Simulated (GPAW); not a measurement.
## Energy mapping worked by hand: free-standing square Eu monolayer, spacing 4.32 A

Can a spin model with one coupling foretell the energy of a further order of free-standing square Eu monolayer, spacing 4.32 A?

Main program and level: GPAW 26.7.0; LDA; plane waves with GPAW's PAW setups, scalar-relativistic.

### 1. Set-up

The cell holds 1 atom: 1 Eu. Cell: a = 4.320 Å, b = 4.320 Å, c = 14.000 Å, α = 90.0°, β = 90.0°, γ = 90.0°. model lattice. Vacuum lies along c.

### 2. The parallel order

All energies count from this run.

Input file order1.py:

```python
import json
import numpy as np
from ase import Atoms
from ase.parallel import paropen, parprint
from gpaw import GPAW

atoms = Atoms(['Eu'],
    cell=[[4.32, 0.0, 0.0],
         [0.0, 4.32, 0.0],
         [0.0, 0.0, 14.0]],
    scaled_positions=[[0.0, 0.0, 0.5]],
    pbc=True,
    magmoms=[7.0])
atoms.calc = GPAW(mode={'name': 'pw', 'ecut': 840.0},
    xc='LDA',
    kpts={'size': (6, 6, 1), 'gamma': True},
    occupations={'name': 'fermi-dirac', 'width': 0.1},
    convergence={'density': 1e-06, 'energy': 1e-05},
    maxiter=200,
    symmetry={'tolerance': 1e-4},
    txt='order1.txt')
e = atoms.get_potential_energy(force_consistent=True)
res = {'free_energy': e, 'energy_sigma0': atoms.get_potential_energy(), 'fermi_energy': atoms.calc.get_fermi_level()}
res['moments'] = atoms.get_magnetic_moments().tolist()
res['total'] = atoms.get_magnetic_moment()
parprint('site moments (muB):', np.round(res['moments'], 3))
parprint(f"total moment: {res['total']:.3f} muB")
parprint(f'free energy: {e:.6f} eV')
atoms.calc.write('order1.gpw')
n = atoms.calc.get_pseudo_density()
up, down = (atoms.calc.get_pseudo_density(spin=i) for i in (0, 1))
np.savez('grids.npz', density=n, spin=up - down)
with paropen('results.json', 'w') as f:
    json.dump(res, f)
```

Run with:

```
> OMP_NUM_THREADS=1 mpirun -n 2 gpaw python order1.py > order1.log
```

Numbers of over 12 decimals in the logs are rounded to 6 here.

Log:

```text
site moments (muB): [6.802]
total moment: 7.304 muB
free energy: -8.458543 eV

--- order1.txt ---
Input parameters:
  mode=PW(ecut=840.0),
  convergence={'density': 1e-06, 'energy': 1e-05},
  kpts=MonkhorstPack(size=(6, 6, 1), gamma=True),
  maxiter=200,
  occupations=Occupations(name='fermi-dirac', width=0.1),
  symmetry=Symmetry(tolerance=0.0001),
  xc=XC(name='LDA')

Diagonalizing LCAO Hamiltonian
[...]
|          4 |        -3.768 |     1.000 |        -3.314 |     1.000 |
[...]
|         13 |        -0.746 |     0.072 |         2.578 |     0.000 |
|         14 |        -0.554 |     0.011 |         2.578 |     0.000 |
|         15 |         1.007 |     0.000 |         2.592 |     0.000 |
|        ... |               |           |               |           |
|         18 |         1.736 |     0.000 |         2.795 |     0.000 |

No gap
No difference between direct/indirect transitions

[key lines of the parts left out:]
Free energy:      -8.458543
Converged in 17 steps
dipole moment: (-23.692199, -23.692199, -0.000000)  # |e|*Ang
Fermi level: -1.002
```

The job ended after 63 s (2 MPI ranks of Intel Xeon Platinum 8559C (Emerald Rapids), shared host; peak memory 0.88 GiB; 2.1 min of CPU time).

Spin moment in the augmentation sphere by atom:

```csv
atom,spin moment in the augmentation sphere (μB)
Eu1,6.80
```

This step gave:

* magnetization: 7.304 μB
* final state: ferromagnetic

After 17 cycles the largest moment stands at 6.80 μB.

### 3. The orders used for the fit

The other orders were run with the same settings, on meshes that hold the same points. Free energies (smearing 0.1 eV, its entropy term included) are divided by the number of Eu atoms; q is in fractions of the reciprocal vectors of the first run's cell.

```csv
order,atoms,mesh,free energy (eV),eV per Eu,largest moment (μB)
F +,1,6×6×1,-8.4585,-8.4585,6.80
"AF q=(0,1/2,0) +-",2,6×3×1,-16.8992,-8.4496,6.80
```

### 4. Counting neighbours

With E = −Σ J e_i·e_j over ordered pairs of unit vectors, turning a neighbour from parallel to opposed costs 2J a Eu atom. So an order lies 2 Σ n J over the parallel one, n being the opposed neighbours in each shell.

```csv
shell,distance (Å),neighbours,"opposed in AF q=(0,1/2,0) +-","opposed in AF q=(1/2,1/2,0) +-"
J1,4.32,4,2,4
J2,6.11,4,4,0
```

Only J1 is kept.

### 5. Solving

```
2 × 2 × J1 = +8.94 meV    (AF q=(0,1/2,0) +-)
J1 = +2.24 meV
```

### 6. The test

The couplings now give the orders that were left out:

```
2 × 4 × (+2.24) = +17.92 meV    (AF q=(1/2,1/2,0) +-)
```

The runs themselves:

```csv
order,atoms,mesh,free energy (eV),eV per Eu,largest moment (μB),over the parallel order (meV),foretold (meV)
"AF q=(1/2,1/2,0) +-",2,3×6×1,-16.8760,-8.4380,6.78,+20.54,+17.92
```

### 7. One more shell

The miss asks for the next shell, which takes one more order into the fit and leaves none for a test.

```
2 × 2 × J1 + 2 × 4 × J2 = +8.94 meV    (AF q=(0,1/2,0) +-)
2 × 4 × J1 = +20.54 meV    (AF q=(1/2,1/2,0) +-)
J1 = +2.57 meV
J2 = -0.17 meV
```

### 8. Results

| Item | Value |
| --- | --- |
| J1 (Eu–Eu at 4.32 Å) | 2.24 meV |
| largest miss on the orders left out | 2.6 meV |
| J1 with 2 shells | 2.57 meV |
| J2 with 2 shells | -0.17 meV |

What this shows: The model misses the order left out by 2.6 meV, 13 % of the span of the orders, so it holds only roughly. With the next shell added the couplings are J1 = +2.57 and J2 = -0.17 meV, untested. The first dropped shell that the test feels is J2 at 6.11 Å. The site moments spread by 0.28 % over the orders. In a metal couplings reach far, and the mesh was not tested. The couplings are effective ones: further shells with opposed neighbours are folded into them or show in the miss. No mean-field temperature is given: it needs a model that holds, an unfrustrated order and couplings in all three dimensions. The f shell is half filled, so the spin-only picture is fair. Without a U the functional spreads the 4f electrons too much, so the state and its energies are unreliable.

[Logs and program files are shortened in this print: banners, set-up blocks, solver, clock and traceback lines can be left out without a mark of their own.]

[Logs are printed without paths, hosts, clocks, repeated set-up lines and the standing remarks that a program may print on its own settings, such as how far it seeks lower states.]

[Hosts, paths, dates, database ids (printed as entryN), source tags and the programs' standing remarks are cut or masked in the printed files.]

[Where a cell is said to come from a database of computed structures, the database is the Materials Project.]
